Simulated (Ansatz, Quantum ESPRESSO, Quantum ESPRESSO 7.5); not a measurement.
# Band edges of 1T-SrClBr, 1 layer under strain

Wanted: deformation of the bands of 1T-SrClBr, 1 layer, driven from Python.

Calculated with Quantum ESPRESSO 7.5; plane-wave DFT, PBE, GBRV ultrasoft pseudopotentials (geometry by Ansatz 0.2.0 with PAW datasets; geometry under PBE).

This is a report of a sequence of runs, with most program output left out.

**1. The structure**

The cell holds 3 atoms: 1 Br, 1 Sr and 1 Cl. Its edges and angles: a = 4.133 Å, b = 4.133 Å, c = 18.570 Å, α = 90.0°, β = 90.0°, γ = 120.0°. It derives from SrClBr. Vacuum lies along c.

This sheet is a model structure: its symmetry is held, and its stability is not tested here.

**2. Relaxation with Ansatz**

The geometry comes first, from a plane-wave PAW code, so that the later runs on this slab share one structure.

File input.yaml:

```yaml
crystal:
  lattice:
    - [4.133165, 0.0, 0.0]
    - [-2.0665825, 3.579425888, 0.0]
    - [0.0, 0.0, 18.5701222601]
  atoms:
    - { symbol: Br, position: [0.6666666667, 0.3333333333, 0.4038745623] }
    - { symbol: Sr, position: [0.0, 0.0, 0.5080975774] }
    - { symbol: Cl, position: [0.3333333333, 0.6666666667, 0.5961254377] }
kpoints:
  mp_grid: { grid: [6, 6, 1] }
hamiltonian:
  xc: pbe
scf:
  occupations: { method: fermi_dirac, width: 0.05 }
  convergence: { dr2_threshold: 1.0e-08 }
efield:
  axis: 3
  dipole_correction: true
  ramp_position: 0.97
  ramp_width: 0.04
relax:
  f_tol: 0.01
  cell: { fix: [c, alpha, beta] }
output:
  write_potential: true
  write_density: true
  volumetric_format: npy
```

On the command line:

```console
> ansatz run input.yaml --threads 2 --pin off --max-ram 4096MiB --backend cpu --events-out ev --progress --plain --runs-dir out
```

It took 9.9 s on 2 threads of Arm Neoverse V2, shared host; peak memory 0.45 GiB; 19 s of CPU time.

Relaxation path:

```tsv
step	energy less that of the first step (eV)	largest force component (eV/Å)	pressure (GPa)	volume (Å³)
1	0.0000	0.5212	0.38	274.73
2	-0.1791	0.0701	0.62	294.80
3	-0.2450	0.1285	0.28	315.00
4	-0.2582	0.0492	0.07	327.27
5	-0.2578	0.0948	-0.05	329.44
6	-0.2589	0.0056	0.00	328.09
7*	-0.2599	0.0057	0.01	328.09
```

Relaxation steps marked * repeat the geometry before them on a plane-wave basis chosen anew for their cell, so energy and pressure can jump there. Relaxation step 5 was tried and not accepted.

Forces are held to the 6 operations that the run works with; a distortion that breaks them can't arise in this run.

```tsv
cell as run	before	after	change
a (Å)	4.133	4.517	+9.3 %
b (Å)	4.133	4.517	+9.3 %
```

The atoms that moved most (Å, along periodic axes as changes of fractional coordinates times the final cell, across vacuum about the mean position):

```tsv
atom	dx	dy	dz	length
Br1	0.000	0.000	0.306	0.306
Cl3	0.000	0.000	-0.294	0.294
Sr2	0.000	0.000	-0.013	0.013
```

Final coordinates:

```xyz
3
Lattice="4.5167 0.0000 0.0000 -2.2584 3.9116 0.0000 0.0000 0.0000 18.5701" Properties=species:S:1:pos:R:3
Br    2.2584    1.3039    7.8065
Sr    0.0000    0.0000    9.4227
Cl    0.0000    2.6077   10.7763
```

Numbers from this step:

| Property | Result |
| --- | --- |
| free energy | -7413.7744 eV |
| Fermi energy | -1.987 eV |
| gap by band count | 5.316 eV |
| symmetry operations | 6 |
| dipole along the normal | 0.04011 e·Å |
| vacuum level at the upper face over a Fermi level inside the gap | 4.707 eV |
| vacuum level at the lower face over a Fermi level inside the gap | 5.118 eV |

**3. The script**

Under ESM bc1 levels count from the vacuum, or from the mean of the two vacuum levels where the sheet has a dipole, so band edges at unlike strains can be compared.

Level of this step: plane-wave DFT, PBE, GBRV ultrasoft pseudopotentials (Quantum ESPRESSO 7.5).

File run.py:

```python
import json
import numpy as np
from ase import Atoms
from ase.calculators.espresso import Espresso, EspressoProfile

profile = EspressoProfile(command='mpirun -n 2 pw.x -nk 2', pseudo_dir='../pseudo')
pseudopotentials = {'Br': 'br_pbe_v1.4.uspp.F.UPF', 'Cl': 'cl_pbe_v1.4.uspp.F.UPF', 'Sr': 'sr_pbe_v1.uspp.F.UPF'}
system = {'ecutwfc': 40, 'ecutrho': 200, 'occupations': 'smearing', 'smearing': 'fd', 'degauss': 0.002}


def calculator(name, kpts, **extra):
    data = dict(control=dict(tprnfor=True, verbosity='high', disk_io='none'),
                system=system | extra,
                electrons=dict(conv_thr=1e-09, mixing_beta=0.4, mixing_mode='plain',
                               electron_maxstep=100))
    return Espresso(profile=profile, directory=name, pseudopotentials=pseudopotentials, kpts=kpts, input_data=data)


def centre(atoms):
    z = atoms.positions[:, 2]
    atoms.positions[:, 2] -= (z.max() + z.min()) / 2  # ESM wants the slab about z = 0
    return atoms

sheet = Atoms(
    ['Br', 'Sr', 'Cl'],
    scaled_positions=[
        [0.6666666667, 0.3333333333, 0.4203788698],
        [0.0000000000, 0.0000000000, 0.5074132118],
        [0.3333333333, 0.6666666667, 0.5803054958]],
    cell=[
        [4.516746648831, 0.000000000000, 0.000000000000],
        [-2.258373324415, 3.911617340346, 0.000000000000],
        [0.000000000000, 0.000000000000, 18.570122260100]],
    pbc=True)

rows = []
for strain in [-0.03, -0.015, 0.0, 0.015, 0.03]:
    atoms = sheet.copy()
    atoms.set_cell(sheet.cell.array * [[1 + strain], [1 + strain], [1]], scale_atoms=True)
    atoms = centre(atoms)
    atoms.calc = calculator(f's{strain:+.3f}', (12, 12, 1), assume_isolated='esm', esm_bc='bc1', nbnd=16)
    energy = atoms.get_potential_energy()
    levels = np.array([atoms.calc.get_eigenvalues(kpt=i) for i in range(len(atoms.calc.get_ibz_k_points()))])
    top, bottom = levels[:, 11].max(), levels[:, 12].min()
    direct = (levels[:, 12] - levels[:, 11]).min()
    rows.append([strain, energy, top, bottom, direct])
    print(f'strain {strain:+.3f}: E = {energy:.5f} eV, valence top {top:.3f}, conduction bottom {bottom:.3f}, '
          f'gap {bottom - top:.3f}, least direct gap {direct:.3f} eV')

x, energy, top, bottom, direct = np.array(rows).T
area = np.linalg.norm(np.cross(*sheet.cell[:2]))
stiffness = np.polyfit(x, energy, 2)[0] / area * 16.0218  # C11 + C12, heights clamped
print(f'valence and conduction edges move by {np.polyfit(x, top, 1)[0]:.2f} and {np.polyfit(x, bottom, 1)[0]:.2f} eV per unit biaxial strain')
print(f'C11 + C12 with clamped heights: {stiffness:.1f} N/m')
json.dump(dict(rows=rows, stiffness=stiffness), open('result.json', 'w'))
```

On the command line:

```console
> OMP_NUM_THREADS=1 python run.py
```

The job ended after 8.9 min (2 MPI ranks; peak memory 0.64 GiB).

This step gave:

- biaxial stiffness: 42.40 N/m

Band edge from the vacuum level against biaxial strain:

```tsv
biaxial strain (%)	valence top (eV)	conduction bottom (eV)
-3.00	-7.64	-2.14
-1.50	-7.64	-2.24
0.00	-7.64	-2.32
1.50	-7.61	-2.41
3.00	-7.58	-2.49
```

Gap against biaxial strain:

```tsv
biaxial strain (%)	on the mesh (eV)	least direct (eV)
-3.00	5.49	5.49
-1.50	5.41	5.41
0.00	5.31	5.32
1.50	5.20	5.23
3.00	5.09	5.14
```

Table of energy over the lowest by biaxial strain:

```tsv
biaxial strain (%)	energy over the lowest (meV)
-3.00	46.4
-1.50	11.5
0.00	0
1.50	9.47
3.00	37.7
```

**4. Running the series: LDA, GBRV ultrasoft**

Level of this step: plane-wave DFT, LDA, GBRV ultrasoft pseudopotentials (Quantum ESPRESSO 7.5).

run.py, as its differences from the input of step 3:

```diff
@@ -6,3 +6,3 @@
 profile = EspressoProfile(command='mpirun -n 2 pw.x -nk 2', pseudo_dir='../pseudo')
-pseudopotentials = {'Br': 'br_pbe_v1.4.uspp.F.UPF', 'Cl': 'cl_pbe_v1.4.uspp.F.UPF', 'Sr': 'sr_pbe_v1.uspp.F.UPF'}
+pseudopotentials = {'Br': 'br_lda_v1.4.uspp.F.UPF', 'Cl': 'cl_lda_v1.4.uspp.F.UPF', 'Sr': 'sr_lda_v1.uspp.F.UPF'}
 system = {'ecutwfc': 40, 'ecutrho': 200, 'occupations': 'smearing', 'smearing': 'fd', 'degauss': 0.002}
```

On the command line:

```console
> OMP_NUM_THREADS=1 python run.py
```

The job ended after 7.9 min (2 MPI ranks; peak memory 0.6 GiB; 16 min of CPU time).

Read from the output:

* biaxial stiffness: 37.00 N/m

The band edge from the vacuum level by biaxial strain:

```tsv
biaxial strain (%)	valence top (eV)	conduction bottom (eV)
-3.00	-7.84	-2.63
-1.50	-7.84	-2.72
0.00	-7.84	-2.81
1.50	-7.81	-2.89
3.00	-7.77	-2.97
```

Table of gap by biaxial strain:

```tsv
biaxial strain (%)	on the mesh (eV)	least direct (eV)
-3.00	5.21	5.21
-1.50	5.12	5.12
0.00	5.03	5.03
1.50	4.91	4.94
3.00	4.80	4.85
```

Energy over the lowest against biaxial strain:

```tsv
biaxial strain (%)	energy over the lowest (meV)
-3.00	0
-1.50	24.0
0.00	68.7
1.50	132
3.00	211
```

**5. A check by hand**

Under equal strain ε in the plane, E = A (C11 + C12) ε². From the points at ±1.5 %: d²E/dε² = (11.48 + 9.47 − 2 × 0.00) meV / 0.015² = 93 eV, and 93/(2 × 17.668 Å²) × 16.02 = 42 N/m.

**6. Outcome**

```json
{
  "C11 + C12, heights clamped, PBE, GBRV ultrasoft": "42 N/m",
  "gap on the mesh at zero strain, PBE, GBRV ultrasoft": "5.31 eV",
  "valence top below the mean of the two vacuum levels at zero strain, PBE, GBRV ultrasoft": "7.64 eV",
  "shift of the valence top per unit biaxial strain, PBE, GBRV ultrasoft": "1.0 eV",
  "shift of the conduction bottom per unit biaxial strain, PBE, GBRV ultrasoft": "-5.8 eV",
  "C11 + C12, heights clamped, LDA, GBRV ultrasoft": "37 N/m",
  "gap on the mesh at zero strain, LDA, GBRV ultrasoft": "5.03 eV",
  "valence top below the mean of the two vacuum levels at zero strain, LDA, GBRV ultrasoft": "7.84 eV",
  "shift of the valence top per unit biaxial strain, LDA, GBRV ultrasoft": "1.0 eV",
  "shift of the conduction bottom per unit biaxial strain, LDA, GBRV ultrasoft": "-5.7 eV"
}
```

**Reading.** The sheet's biaxial stiffness comes to 42 N/m and its gap at zero strain to 5.31 eV (PBE, GBRV ultrasoft). From −3 % to +3 % the gap on the mesh goes from 5.49 to 5.09 eV; it is direct at some strains and indirect at others. Heights are clamped under strain, which makes a sheet with several atomic planes too stiff. Zero strain is the PBE cell; under LDA the energy is lowest at or beyond the end of the range, so its stiffness is taken away from its own minimum. Semilocal gaps are too small. The sheet carries a dipole, so the two faces have unlike vacuum levels and the zero lies between them. Spin-orbit coupling is left out; depending on the atoms that carry the levels of interest, it can split and shift them by tens to hundreds of meV.

[Logs are printed without paths, hosts, clocks, repeated set-up lines and the standing remarks that a program may print on its own settings, such as how far it seeks lower states.]

[Hosts, paths, dates, database ids (printed as entryN), source tags and the programs' standing remarks are cut or masked in the printed files.]

[Maps of the electrostatic potential energy from Ansatz leave out the sawtooth potential of an applied field or a dipole correction, so their vacuum need not be flat; planar profiles and work functions include it.]
